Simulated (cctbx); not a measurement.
# Absolute structure of MnTlBr3

Space group P1 (no. 1), a = 5.5510 Å, b = 5.6130 Å, c = 5.7110 Å, α = 90.22°, β = 90.88°, γ = 90.13°.

```
atom  mult.       x       y       z  Ueq (Å²)
 Tl1      1  0.9926  0.0053  0.0096    0.0045
 Br1      1  0.4941  0.9969  0.5068    0.0084
 Br2      1  0.5140  0.5019  0.0145    0.0179
 Br3      1  0.0015  0.5010  0.5259    0.0086
 Mn1      1  0.4807  0.4972  0.5140    0.0114
```

The model is made up (kin elements in a known structure type, no relaxation), so it says nothing on whether the phase exists.

Data sets are simulated with cctbx and refined with Bijvoet mates kept apart; Flack x is then fitted as the share of an inverted twin with the atoms fixed, Hooft y from the Bijvoet differences. The group has rotations alone, so the crystal has a hand.

Untwinned crystal. What Flack and Hooft values should come out?

```csv
λ (Å),extinction (unmodelled),d min (Å),top counts,error (%),model,R1,Flack x,s.u.,Hooft y,s.u.,pairs
0.71073,0,0.77,70000,3,as given,0.0138,-0.006,0.005,-0.007,0.007,674
0.71073,0,0.77,70000,3,inverted,0.0138,-0.007,0.005,-0.009,0.007,674
1.54184,0,0.83,70000,1.5,as given,0.0083,0.002,0.006,0.004,0.007,542
```

With Mo Kα, x is within 3 s.u. of 0, so the hand is right. With Cu Kα, x is within 3 s.u. of 0, so the hand is right. The inverted model doesn't give 1 − x: the structure is pseudo-centrosymmetric, and the refinement slid into another minimum.

[Logs are printed without paths, hosts, clocks, repeated set-up lines and the standing remarks that a program may print on its own settings, such as how far it seeks lower states.]
